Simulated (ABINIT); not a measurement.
# AlGaN2 (P3m1): G0W0 in ABINIT against the k mesh

Aim: move the k mesh of a G0W0 run on AlGaN2 (P3m1) over a wide range.

Calculated with ABINIT 10.8.3; LDA and many-body steps on it, plane waves.

## Step 1: Starting point

Symmetry: P3m1, No. 156, trigonal system. The conventional cell has a = 3.145 Å, b = 3.145 Å, c = 5.097 Å, α = 90.00°, β = 90.00°, γ = 120.00°. Nearest to Al lie 4 N at 1.89 to 1.90 Å. Nearest to Ga lie 4 N at 1.93 to 1.96 Å. N has 3 Al at 1.90 Å and 1 Ga at 1.96 Å nearest. Nearest to N lie 1 Al at 1.89 Å and 3 Ga at 1.93 Å. Farther neighbours and most contacts between anions are not listed.

The cell and positions are those that the Materials Project relaxed with its own functionals (PBE, PBE+U or r2SCAN), kept fixed.

## Step 2: Empty states on the mesh, 3×3×2 mesh, 91 bands

This step: ABINIT 10.8.3; DFT, LDA, plane waves, norm-conserving pseudopotentials.

The sums over transitions need many empty states on a uniform mesh; this step solves for them.

Input file run.abi:

```
acell 3*1.0 Angstrom
rprim 
  3.145282644058 -0.000000000015 0.000000000000
  -1.572641322016 2.723894671844 0.000000000000
  0.000000000000 0.000000000000 5.096893730000
ntypat 3
znucl 13 31 7
natom 4
typat 1 2 3 3
xred 
  0.000000000000 0.000000000000 0.999263770000
  0.666666666667 0.333333333333 0.497174210000
  0.666666666667 0.333333333333 0.111803640000
  0.000000000000 0.000000000000 0.628158390000
pp_dirpath "pseudos"
pseudos "Al.upf, Ga.upf, N.upf"
ecut 36
ngkpt 3 3 2
nshiftk 1
shiftk 0 0 0
kptopt 1
chksymbreak 0
irdden 1
istwfk *1
nband 91
prtvol 0
optdriver 6
gwr_task "HDIAGO"
paral_kgb 0
occopt 1
indata_prefix "in"
outdata_prefix "out"
tmpdata_prefix "tmp"
```

Started as:

```sh
OMP_NUM_THREADS=1 mpirun -n 4 abinit run.abi > log
```

Numbers of over 12 decimals in the logs are rounded to 6 here.

Log:

```text
.Version 10.8.3 of ABINIT. v10.8.2 released Aug 2026.

 Symmetries : space group P3 m 1 (#156); Bravais hP (primitive hexag.)
[... echo of the input left out ...]
== DATASET  1 ==================================================================
-   mpi_nproc: 4, omp_nthreads: 1 (-1 if OMP is not activated)

--- !DatasetInfo
iteration_state: {dtset: 1, }
dimensions: {natom: 4, nkpt: 6, mband: 91, nsppol: 1, nspinor: 1, nspden: 1, mpw: 3066, }
cutoff_energies: {ecut:  36.0, pawecutdg:  -1.0, }
[...]
Direct band gap semiconductor
 Fundamental gap:     2.921 (eV)
   VBM:     5.381 (eV) at k: [ 0.0000E+00,  0.0000E+00,  0.0000E+00]
   CBM:     8.302 (eV) at k: [ 0.0000E+00,  0.0000E+00,  0.0000E+00]
 Direct gap:         2.921 (eV) at k: [ 0.0000E+00,  0.0000E+00,  0.0000E+00]

== END DATASET(S) ==============================================================
================================================================================

 -outvars: echo values of variables after computation  --------
           etotal      0.0000000000E+00
            nband          91
             nkpt           6
          spgroup         156
 [... the other variables as echoed above ...]

 Calculation completed.
```

Elapsed: 43 s, on 4 MPI ranks of Arm Neoverse V2, shared host; peak memory 2.2 GiB.

Numbers from this step:

```
gap                                                           : 2.921 eV
k of the valence top                                          : 0, 0, 0
k of the conduction bottom                                    : 0, 0, 0
least direct gap                                              : 2.921 eV
k points computed                                             : 6
lowest point of the top converged band, above the valence top : 69.1390 eV
```

On this mesh the gap is 2.921 eV.

The density comes from a self-consistent run that is not shown.

## Step 3: Empty states on the mesh, 3×3×1 mesh, 34 bands

Changes to run.abi since step 2:

```diff
@@ -17,3 +17,3 @@
 ecut 36
-ngkpt 3 3 2
+ngkpt 3 3 1
 nshiftk 1
@@ -22,10 +22,10 @@
 chksymbreak 0
+iscf -2
 irdden 1
 istwfk *1
-nband 91
+nband 34
+nbdbuf 4
+tolwfr 1e-09
+nstep 60
 prtvol 0
-optdriver 6
-gwr_task "HDIAGO"
-paral_kgb 0
-occopt 1
 indata_prefix "in"
```

Log:

```text
.Version 10.8.3 of ABINIT. v10.8.2 released Aug 2026.

 Symmetries : space group P3 m 1 (#156); Bravais hP (primitive hexag.)
[... echo of the input left out ...]
== DATASET  1 ==================================================================
-   mpi_nproc: 4, omp_nthreads: 1 (-1 if OMP is not activated)
-    --> not optimal distribution: autoparal keyword recommended in input file <--

--- !DatasetInfo
iteration_state: {dtset: 1, }
dimensions: {natom: 4, nkpt: 3, mband: 34, nsppol: 1, nspinor: 1, nspden: 1, mpw: 3032, }
cutoff_energies: {ecut:  36.0, pawecutdg:  -1.0, }
[...]
0.58010    0.58010    0.62862    0.64324    0.64324    0.73459    0.74718    0.74718
   0.84156    0.84156    0.87230    0.93739    1.03317    1.05083    1.05083    1.19959
   1.19961    1.21711
 prteigrs : prtvol=0 or 1, do not print more k-points.

== END DATASET(S) ==============================================================
================================================================================

 -outvars: echo values of variables after computation  --------
            nband          34
             nkpt           3
          spgroup         156
 [... the other variables as echoed above ...]

 Calculation completed.
```

It took 4.4 s on 4 MPI ranks; peak memory 0.25 GiB; 17 s of CPU time.

Numbers from this step:

```yaml
gap: 2.921 eV
k_of_the_valence_top: 0, 0, 0
k_of_the_conduction_bottom: 0, 0, 0
least_direct_gap: 2.921 eV
k_points_computed: 3
lowest_point_of_the_top_converged_band_above_the_valence_top: 23.21 eV
```

On this mesh the gap is 2.921 eV.

## Step 4: Empty states on the mesh, 6×6×4 mesh, 34 bands

Changes to run.abi since step 3:

```diff
@@ -17,3 +17,3 @@
 ecut 36
-ngkpt 3 3 1
+ngkpt 6 6 4
 nshiftk 1
```

Log:

```text
.Version 10.8.3 of ABINIT. v10.8.2 released Aug 2026.

 Symmetries : space group P3 m 1 (#156); Bravais hP (primitive hexag.)
[... echo of the input left out ...]
== DATASET  1 ==================================================================
-   mpi_nproc: 4, omp_nthreads: 1 (-1 if OMP is not activated)

--- !DatasetInfo
iteration_state: {dtset: 1, }
dimensions: {natom: 4, nkpt: 24, mband: 34, nsppol: 1, nspinor: 1, nspden: 1, mpw: 3066, }
cutoff_energies: {ecut:  36.0, pawecutdg:  -1.0, }
[...]
0.58010    0.58010    0.62862    0.64324    0.64324    0.73459    0.74718    0.74718
   0.84156    0.84156    0.87230    0.93739    1.03317    1.05083    1.05083    1.19959
   1.19961    1.21711
 prteigrs : prtvol=0 or 1, do not print more k-points.

== END DATASET(S) ==============================================================
================================================================================

 -outvars: echo values of variables after computation  --------
            nband          34
             nkpt          24
          spgroup         156
 [... the other variables as echoed above ...]

 Calculation completed.
```

The job ended after 13 s (4 MPI ranks; peak memory 0.29 GiB; 53 s of CPU time).

This step gave:

```yaml
gap: 2.921 eV
k_of_the_valence_top: 0, 0, 0
k_of_the_conduction_bottom: 0, 0, 0
least_direct_gap: 2.921 eV
k_points_computed: 24
lowest_point_of_the_top_converged_band_above_the_valence_top: 21.70 eV
```

On this mesh the gap is 2.921 eV.

## Step 5: Screening, 3×3×1 mesh, 30 bands, screening to 106.1 eV

The RPA dielectric matrix is built and inverted for each q.

This step: RPA screening on LDA, plane waves, norm-conserving pseudopotentials.

Changes to run.abi since step 4:

```diff
@@ -17,3 +17,3 @@
 ecut 36
-ngkpt 6 6 4
+ngkpt 3 3 1
 nshiftk 1
@@ -22,10 +22,11 @@
 chksymbreak 0
-iscf -2
-irdden 1
 istwfk *1
-nband 34
-nbdbuf 4
-tolwfr 1e-09
-nstep 60
-prtvol 0
+occopt 1
+irdwfk 1
+optdriver 3
+nband 30
+ecuteps 3.9
+inclvkb 2
+awtr 1
+symchi 1
 indata_prefix "in"
```

Log:

```text
.Version 10.8.3 of ABINIT. v10.8.2 released Aug 2026.

 Symmetries : space group P3 m 1 (#156); Bravais hP (primitive hexag.)
[... echo of the input left out ...]
== DATASET  1 ==================================================================
-   mpi_nproc: 4, omp_nthreads: 1 (-1 if OMP is not activated)

--- !DatasetInfo
iteration_state: {dtset: 1, }
dimensions: {natom: 4, nkpt: 3, mband: 30, nsppol: 1, nspinor: 1, nspden: 1, mpw: 3032, }
cutoff_energies: {ecut:  36.0, pawecutdg:  -1.0, }
electrons: {nelect:   2.60000000E+01, charge:   0.00000000E+00, occopt:   1.00000000E+00, tsmear:   1.00000000E-02, }

 SCREENING: Calculation of the susceptibility and dielectric matrices

 Based on a program developped by R.W. Godby, V. Olevano, G. Onida, and L. Reining.
 Incorporated in ABINIT by V. Olevano, G.-M. Rignanese, and M. Torrent.
.Using double precision arithmetic ; gwpc =  8

[... cell and pseudopotentials left out ...]
--------------------------------------------------------------------------------

 ==== K-mesh for the wavefunctions ====
 Number of points in the irreducible wedge :     3
[... list of points left out ...]
 Together with  6 symmetry operations and time-reversal symmetry
 yields     9 points in the full Brillouin Zone.

 ==== Q-mesh for the screening function ====
 Number of points in the irreducible wedge :     3
[... list of points left out ...]
 Together with  6 symmetry operations and time-reversal symmetry
 yields     9 points in the full Brillouin Zone.

 setmesh: FFT mesh size selected  =    20x   20x   36
          total number of points  =        14400

 vcoul_init : cutoff-mode = AUXILIARY_FUNCTION
 q-points for optical limit:   1
     1)      0.000010    0.000020    0.000030

- screening: taking advantage of time-reversal symmetry
- Maximum band index for partially occupied states nbvw = 13
- Remaining bands to be divided among processors   nbcw = 17
- Number of bands treated by each node ~4

 Number of electrons calculated from density =   26.0000; Expected =   26.0000
 average of density, n =  0.088231
 r_s =    1.3935
 omega_plasma =   28.6527 [eV]

 calculating chi0 at frequencies [eV] :
  1    0.000000E+00    0.000000E+00
  2    0.000000E+00    2.865274E+01

--------------------------------------------------------------------------------
  q-point number  1        q = ( 0.000000, 0.000000, 0.000000) [r.l.u.]
--------------------------------------------------------------------------------
[... chi0 elements left out ...]
 For q-point:  0.000010 0.000020 0.000030
  dielectric constant =   7.1837
  dielectric constant without local fields =   7.7418

  Average fulfillment of the sum rule on Im[epsilon] for q-point    1 :     25.76  [%]
[... wings left out ...]
  q-point number  2        q = ( 0.333333, 0.000000, 0.000000) [r.l.u.]
--------------------------------------------------------------------------------
[... chi0 elements left out ...]
  Average fulfillment of the sum rule on Im[epsilon] for q-point    2 :     33.52  [%]

 [... 1 further q-points ...]
```

Run time: 3 s. Hardware: 4 MPI ranks; peak memory 0.22 GiB.

This step gave:

| Item | Value |
| --- | --- |
| ε∞ with local fields, on this mesh, along the program's q direction | 7.184 |
| the same without local fields | 7.742 |
| plasma frequency | 28.65 eV |
| plane waves in the screening matrix | 111 |

Local fields lower ε∞ by 7 %. On a Γ-centred mesh this coarse the value itself is usually too large, while a short band sum pulls it down.

## Step 6: 3×3×1

This step: G0W0 on LDA, plane waves, norm-conserving pseudopotentials.

Changes to run.abi since step 5:

```diff
@@ -25,8 +25,15 @@
 irdwfk 1
-optdriver 3
+optdriver 4
 nband 30
+gwcalctyp 0
+ecutsigx 36
+symsigma 1
+nkptgw 1
+kptgw 
+  0.0000000000 0.0000000000 0.0000000000
+bdgw 
+  12 15
 ecuteps 3.9
-inclvkb 2
-awtr 1
-symchi 1
+irdscr 1
+ppmodel 1
 indata_prefix "in"
```

Log:

```text
.Version 10.8.3 of ABINIT. v10.8.2 released Aug 2026.

 Symmetries : space group P3 m 1 (#156); Bravais hP (primitive hexag.)
[... echo of the input left out ...]
== DATASET  1 ==================================================================
-   mpi_nproc: 4, omp_nthreads: 1 (-1 if OMP is not activated)

--- !DatasetInfo
iteration_state: {dtset: 1, }
dimensions: {natom: 4, nkpt: 3, mband: 30, nsppol: 1, nspinor: 1, nspden: 1, mpw: 3032, }
cutoff_energies: {ecut:  36.0, pawecutdg:  -1.0, }
electrons: {nelect:   2.60000000E+01, charge:   0.00000000E+00, occopt:   1.00000000E+00, tsmear:   1.00000000E-02, }

 SIGMA: Calculation of the GW corrections

 Based on a program developped by R.W. Godby, V. Olevano, G. Onida, and L. Reining.
 Incorporated in ABINIT by V. Olevano, G.-M. Rignanese, and M. Torrent.
.Using double precision arithmetic ; gwpc =  8

[... cell and pseudopotentials left out ...]
--------------------------------------------------------------------------------

 ==== K-mesh for the wavefunctions ====
 Number of points in the irreducible wedge :     3
[... list of points left out ...]
 Together with  6 symmetry operations and time-reversal symmetry
 yields     9 points in the full Brillouin Zone.

 ==== Q-mesh for screening function ====
 Number of points in the irreducible wedge :     3
[... list of points left out ...]
 Together with  6 symmetry operations and time-reversal symmetry
 yields     9 points in the full Brillouin Zone.

 vcoul_init : cutoff-mode = AUXILIARY_FUNCTION
 q-points for optical limit:   1
     1)      0.000010    0.000020    0.000030
 setmesh: FFT mesh size selected  =    27x   27x   54
          total number of points  =        39366

 Number of electrons calculated from density =   26.0000; Expected =   26.0000
 average of density, n =  0.088231
 r_s =    1.3935
 omega_plasma =   28.6527 [eV]

 === KS Band Gaps ===
  >>>> For spin  1
   Minimum direct gap =   2.9210 [eV], located at k-point      :   0.0000  0.0000  0.0000
   Fundamental gap    =   2.9210 [eV], Top of valence bands at :   0.0000  0.0000  0.0000
                                       Bottom of conduction at :   0.0000  0.0000  0.0000
 SIGMA fundamental parameters:
 PLASMON POLE MODEL  1
 number of plane-waves for SigmaX                 3027
 number of plane-waves for SigmaC and W            111
 number of plane-waves for wavefunctions          3027
 number of bands                                    30
 number of independent spin polarizations            1
 number of spinorial components                      1
 number of k-points in IBZ                           3
 number of q-points in IBZ                           3
 number of symmetry operations                       6
 number of k-points in BZ                            9
 number of q-points in BZ                            9
 number of frequencies for dSigma/dE                 9
 frequency step for dSigma/dE [eV]                0.25
 number of omega for Sigma on real axis              0
 max omega for Sigma on real axis  [eV]           0.00
 zcut for avoiding poles [eV]                     0.10

 EPSILON^-1 parameters (SCR file):
 dimension of the eps^-1 matrix on file            111
 dimension of the eps^-1 matrix used               111
 number of plane-waves for wavefunctions          3027
 number of bands                                    30
 number of q-points in IBZ                           3
 number of frequencies                               2
 number of real frequencies                          1
 number of imag frequencies                          1

 matrix elements of self-energy operator (all in [eV])

 Perturbative Calculation

--- !SelfEnergy_ee
iteration_state: {dtset: 1, }
kpoint     : [   0.000,    0.000,    0.000, ]
spin       : 1
KS_gap     :    2.921
QP_gap     :    3.738
Delta_QP_KS:    0.817
data: !SigmaeeData |
     Band     E0 <VxcDFT>   SigX SigC(E0)      Z dSigC/dE  Sig(E)    E-E0       E
       12   5.381 -17.799 -21.215   4.180   0.791  -0.265 -17.196   0.604   5.985
       13   5.381 -17.799 -21.215   4.180   0.791  -0.265 -17.196   0.604   5.985
       14   8.302 -13.907  -8.921  -3.238   0.812  -0.231 -12.486   1.421   9.723
       15  10.864 -12.224  -6.760  -3.594   0.825  -0.212 -10.682   1.542  12.406

== END DATASET(S) ==============================================================
================================================================================

 -outvars: echo values of variables after computation  --------
           etotal      0.0000000000E+00
            nband          30
             nkpt           3
          spgroup         156
 [... the other variables as echoed above ...]

 Calculation completed.
```

Elapsed: 2.7 s, on 4 MPI ranks; peak memory 0.09 GiB.

Numbers from this step:

```
G0W0 gap on the points computed              : 3.738 eV
starting gap on the mesh                     : 2.921 eV
k of the valence top                         : 0, 0, 0
k of the conduction bottom                   : 0, 0, 0
Z at the valence top                         : 0.791
Z at the conduction bottom                   : 0.812
least direct G0W0 gap on the computed points : 3.738 eV
```

## Step 7: Screening, 3×3×2 mesh, 30 bands, screening to 106.1 eV

This step: RPA screening on LDA, plane waves, norm-conserving pseudopotentials.

Changes to run.abi since step 6:

```diff
@@ -17,3 +17,3 @@
 ecut 36
-ngkpt 3 3 1
+ngkpt 3 3 2
 nshiftk 1
@@ -25,15 +25,8 @@
 irdwfk 1
-optdriver 4
+optdriver 3
 nband 30
-gwcalctyp 0
-ecutsigx 36
-symsigma 1
-nkptgw 1
-kptgw 
-  0.0000000000 0.0000000000 0.0000000000
-bdgw 
-  12 15
 ecuteps 3.9
-irdscr 1
-ppmodel 1
+inclvkb 2
+awtr 1
+symchi 1
 indata_prefix "in"
```

Log:

```text
.Version 10.8.3 of ABINIT. v10.8.2 released Aug 2026.

 Symmetries : space group P3 m 1 (#156); Bravais hP (primitive hexag.)
[... echo of the input left out ...]
== DATASET  1 ==================================================================
-   mpi_nproc: 4, omp_nthreads: 1 (-1 if OMP is not activated)

--- !DatasetInfo
iteration_state: {dtset: 1, }
dimensions: {natom: 4, nkpt: 6, mband: 30, nsppol: 1, nspinor: 1, nspden: 1, mpw: 3066, }
cutoff_energies: {ecut:  36.0, pawecutdg:  -1.0, }
electrons: {nelect:   2.60000000E+01, charge:   0.00000000E+00, occopt:   1.00000000E+00, tsmear:   1.00000000E-02, }

 SCREENING: Calculation of the susceptibility and dielectric matrices

 Based on a program developped by R.W. Godby, V. Olevano, G. Onida, and L. Reining.
 Incorporated in ABINIT by V. Olevano, G.-M. Rignanese, and M. Torrent.
.Using double precision arithmetic ; gwpc =  8

[... cell and pseudopotentials left out ...]
--------------------------------------------------------------------------------

 ==== K-mesh for the wavefunctions ====
 Number of points in the irreducible wedge :     6
[... list of points left out ...]
 Together with  6 symmetry operations and time-reversal symmetry
 yields    18 points in the full Brillouin Zone.

 ==== Q-mesh for the screening function ====
 Number of points in the irreducible wedge :     6
[... list of points left out ...]
 Together with  6 symmetry operations and time-reversal symmetry
 yields    18 points in the full Brillouin Zone.

 setmesh: FFT mesh size selected  =    20x   20x   36
          total number of points  =        14400

 vcoul_init : cutoff-mode = AUXILIARY_FUNCTION
 q-points for optical limit:   1
     1)      0.000010    0.000020    0.000030

- screening: taking advantage of time-reversal symmetry
- Maximum band index for partially occupied states nbvw = 13
- Remaining bands to be divided among processors   nbcw = 17
- Number of bands treated by each node ~4

 Number of electrons calculated from density =   26.0000; Expected =   26.0000
 average of density, n =  0.088231
 r_s =    1.3935
 omega_plasma =   28.6527 [eV]

 calculating chi0 at frequencies [eV] :
  1    0.000000E+00    0.000000E+00
  2    0.000000E+00    2.865274E+01

--------------------------------------------------------------------------------
  q-point number  1        q = ( 0.000000, 0.000000, 0.000000) [r.l.u.]
--------------------------------------------------------------------------------
[... chi0 elements left out ...]
 For q-point:  0.000010 0.000020 0.000030
  dielectric constant =   6.4291
  dielectric constant without local fields =   6.9174

  Average fulfillment of the sum rule on Im[epsilon] for q-point    1 :     25.35  [%]
[... wings left out ...]
  q-point number  2        q = ( 0.333333, 0.000000, 0.000000) [r.l.u.]
--------------------------------------------------------------------------------
[... chi0 elements left out ...]
  Average fulfillment of the sum rule on Im[epsilon] for q-point    2 :     33.43  [%]

 [... 4 further q-points ...]
```

Wall time 4 s (4 MPI ranks); peak memory 0.42 GiB; 16 s of CPU time.

Numbers from this step:

```yaml
eps_infinity_with_local_fields_on_this_mesh_along_the_program_s_q_direction: 6.429
the_same_without_local_fields: 6.917
plasma_frequency: 28.65 eV
plane_waves_in_the_screening_matrix: 111
```

(Part 1 of 2 ends here.)

[Paths, hosts, dates, memory and timing lines, banners, echoed tables and standing remarks are left out of the program output.]

[Logs are printed without paths, hosts, clocks, repeated set-up lines and the standing remarks that a program may print on its own settings, such as how far it seeks lower states.]

[Runs of the session that timed out or met a known fault of the program may be left out.]

[Hosts, paths, dates, database ids (printed as entryN), source tags and the programs' standing remarks are cut or masked in the printed files.]

[G0W0 gaps are taken among the corrected bands and points alone; a level outside them can change the order at an edge.]

[Where Ansatz stands beside ABINIT at settings called matched, ABINIT's density can come from a denser mesh and the files from another edition; pairs whose starting gaps differed by over 0.03 eV were left out, so agreement reads better than it is.]
